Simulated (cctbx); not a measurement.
# From intensities to atoms

Cell a = 7.4640 Å, b = 7.4640 Å, c = 3.6250 Å, α = 90.00°, β = 90.00°, γ = 90.00°; space group P4/mbm (no. 127); content W2 Y4 Fe4.

Simulated single-crystal data (cctbx): Mo Kα, λ = 0.71073 Å, to d = 0.77 Å, 95 % of the full sphere, strongest reflection 20000 counts, noise from counting, a 3 % proportional error and a noise floor of 2 counts (s.d.); no absorption, and some extinction, which the refinements don't model.

Charge flipping in P1 on normalised amplitudes to 0.8 Å, δ = 1.1 σ, 30 % of the reflections treated as weak, 600 cycles:

```text
cycle      R  skewness
    0  0.528     0.25
   50  0.449     3.53
  100  0.455     3.61
  150  0.458     3.76
  200  0.448     3.78
  250  0.464     3.53
  300  0.467     3.64
  350  0.463     4.46
  400  0.438     3.41
  450  0.435     3.31
  500  0.464     3.73
  550  0.470     3.93
origin shift          correlation  skewness
 0.244  0.882  0.003      0.826      3.18
 0.412  0.532 -0.006      0.794      3.77
 0.067  0.371  0.016      0.768      1.31
 0.254  0.385  0.250      0.791      1.06
taken: symmetry correlation 0.794, skewness 3.77
peak      x       y       z  mult  height/sigma
Q1    0.0000  0.0000  0.0000    2     15.0
Q2    0.1578  0.6578  0.5000    4      5.7
Q3    0.1450  0.3550  0.0000    4      4.5
Q4    0.1558  0.3442  0.5000    4      3.8
Q5    0.0772  0.4228  0.1535    8      2.1
Q6    0.2553  0.2447  0.3305    8      1.9
Q7    0.2307  0.7307  0.0000    4      1.8
Q8    0.1263  0.1454  0.3557   16      1.7
```

The origin is taken among those within 0.04 of the best correlation, by the skewness of the map.

It took 0.38 s on 1 thread of Arm Neoverse V2, on a shared host, peak memory 0.07 GiB.

Q: Assign the peaks.

Heights go roughly as Z and multiplicities must add up to the content. First model: Q1 = W1 (2 in the cell, height 15.0), Q2 = Y1 (4 in the cell, height 5.7) and Q3 = Fe1 (4 in the cell, height 4.5). Against the true structure, Q1 is W, Q2 is Y and Q3 is Fe; the other peaks are not atoms.

Least squares on F², isotropic:

```text
Rint 0.030, 150 unique reflections to 0.77 A
cycle     R1     wR2    GooF  max shift (A)
   1  0.2260  0.5360  34.051   0.19258
   2  0.0066  0.0151   0.959   0.00007
final R1 0.0066 wR2 0.0151 GooF 0.959  parameters 5  data/parameter 30.0
atom        x        y        z      Ueq    occ   su(xyz)  su(Uiso or U11)
W1     0.00000  0.00000  0.00000   0.0128  1.000  0.00000  0.0001
Y1     0.16429  0.66429  0.50000   0.0142  1.000  0.00003  0.0001
Fe1    0.12675  0.37325  0.00000   0.0181  1.000  0.00005  0.0001
difference map: max 0.30 min -0.48 rms 0.10
Q1    0.0804  0.8269  0.0000    8    0.30  1.42 A from W1
Q2    0.0325  0.2177  0.5000    8    0.28  1.71 A from Y1
Q3    0.0456  0.5456  0.2347    8    0.28  1.58 A from Y1
Q4    0.2160  0.7160  0.5000    4    0.27  0.55 A from Y1
Q5    0.0686  0.5686  0.5000    4    0.27  1.01 A from Y1
```

Anisotropic refinement:

```text
Rint 0.030, 150 unique reflections to 0.77 A
cycle     R1     wR2    GooF  max shift (A)
   1  0.0066  0.0151   0.977   0.00003
   2  0.0067  0.0150   0.969   0.00000
final R1 0.0067 wR2 0.0150 GooF 0.969  parameters 10  data/parameter 15.0
atom        x        y        z      Ueq    occ   su(xyz)  su(Uiso or U11)
W1     0.00000  0.00000  0.00000   0.0128  1.000  0.00000  0.0001
Y1     0.16429  0.66429  0.50000   0.0142  1.000  0.00003  0.0001
Fe1    0.12675  0.37325  0.00000   0.0182  1.000  0.00005  0.0001
difference map: max 0.29 min -0.50 rms 0.10
Q1    0.0801  0.8281  0.0000    8    0.29  1.42 A from W1
Q2    0.0324  0.2175  0.5000    8    0.28  1.71 A from Y1
Q3    0.0452  0.5452  0.2331    8    0.28  1.59 A from Y1
Q4    0.0681  0.5681  0.5000    4    0.28  1.02 A from Y1
Q5    0.2171  0.7171  0.5000    4    0.23  0.56 A from Y1
Q6    0.0235  0.7806  0.1418   16    0.23  1.69 A from Fe1
```

**Reading.** The refinement ends at R1 = 0.0067, wR2 = 0.0150, GooF = 0.97, with difference density between -0.50 and 0.29 e/Å³. Every site matches the true model in element, within 0.001 Å r.m.s., up to an allowed shift of origin.

True model:

| atom | mult. | x | y | z | Ueq (Å²) |
| --- | --- | --- | --- | --- | --- |
| W1 | 2 | 1/2 | 1/2 | 0 | 0.0130 |
| Y1 | 4 | 0.6643 | 0.8357 | 1/2 | 0.0144 |
| Fe1 | 4 | 0.8733 | 0.6267 | 0 | 0.0184 |

The model is made up (kin elements in a known structure type, no relaxation), so it says nothing on whether the phase exists.

[Middle refinement cycles are left out of these outputs.]

[Logs are printed without paths, hosts, clocks, repeated set-up lines and the standing remarks that a program may print on its own settings, such as how far it seeks lower states.]
